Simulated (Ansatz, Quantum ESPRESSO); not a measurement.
## W (001), bcc: biaxial strain and the free axis

A thin film takes the in-plane lattice of its substrate and is free along the normal. How do the free axis and the stress follow the misfit? The strained cell has c along the film normal; unstrained it is a = 3.1536 Å, b = 3.1536 Å, c = 3.1536 Å, α = 90.00°, β = 90.00°, γ = 90.00°, with 2 atoms.

Calculated with Ansatz 0.2.0, PBEsol, PAW files of the set soft_1, cutoff 600 eV, Fermi–Dirac smearing 0.05 eV, k-mesh 14×14×14, no spin polarisation, no spin-orbit coupling.

Relaxed positions at 0 %:

```
atom       x       y       z
   W  0.0000  0.0000  0.0000
   W  0.5000  0.5000  0.5000
```

| ε∥ (%) | a (Å) | c (Å) | ε⊥ (%) | σ (GPa, tension positive) |
| --- | --- | --- | --- | --- |
| −3 | 3.0590 | 3.2388 | 2.702 | −18.86 |
| −2 | 3.0905 | 3.2094 | 1.768 | −12.30 |
| −1 | 3.1221 | 3.1823 | 0.909 | −5.96 |
| 0 | 3.1536 | 3.1553 | 0.055 | −0.17 |
| 2 | 3.2167 | 3.1088 | −1.420 | 11.10 |
| 3 | 3.2482 | 3.0871 | −2.110 | 16.12 |

**Question.** Fit both responses and give the free strain and the stress at +1 %, a row left out above.

Least squares with y = y0 + y1 ε + y2 ε² (ε in %) gives ε⊥ = 0.070 + (−0.8010) ε + (0.0254) ε² and σ = −0.06 + (5.833) ε + (−0.143) ε² GPa. The linear terms put the ratio of free to applied strain at −0.801 and the biaxial modulus at 583 GPa.

At +1 % the free strain comes out as −0.706 %. The run itself gives −0.724 %, so the estimate misses by 0.018 %; the fitted rows themselves lie up to 0.015 % off the law.

The stress comes out as 5.63 GPa. The run itself gives 5.52 GPa, so the estimate misses by 0.11 GPa; the fitted rows themselves lie up to 0.11 GPa off the law.

For a cubic crystal strained in (001), ε⊥/ε∥ = −R with R = 2C12/C11, the modulus is C11 + C12 − 2C12²/C11 = C11(1 + R/2 − R²/2), so C11 = 540 GPa and C12 = 216 GPa.

The negative ε² term means that the crystal stiffens in compression and softens in tension.

The same fit over all rows at other levels or in other programs gives the strain ratio = −0.801 with PBEsol (Quantum ESPRESSO, PseudoDojo), −0.802 with PBEsol (Quantum ESPRESSO, GBRV) and −0.810 with LDA (Quantum ESPRESSO, GBRV).

[Logs are printed without paths, hosts, clocks, repeated set-up lines and the standing remarks that a program may print on its own settings, such as how far it seeks lower states.]
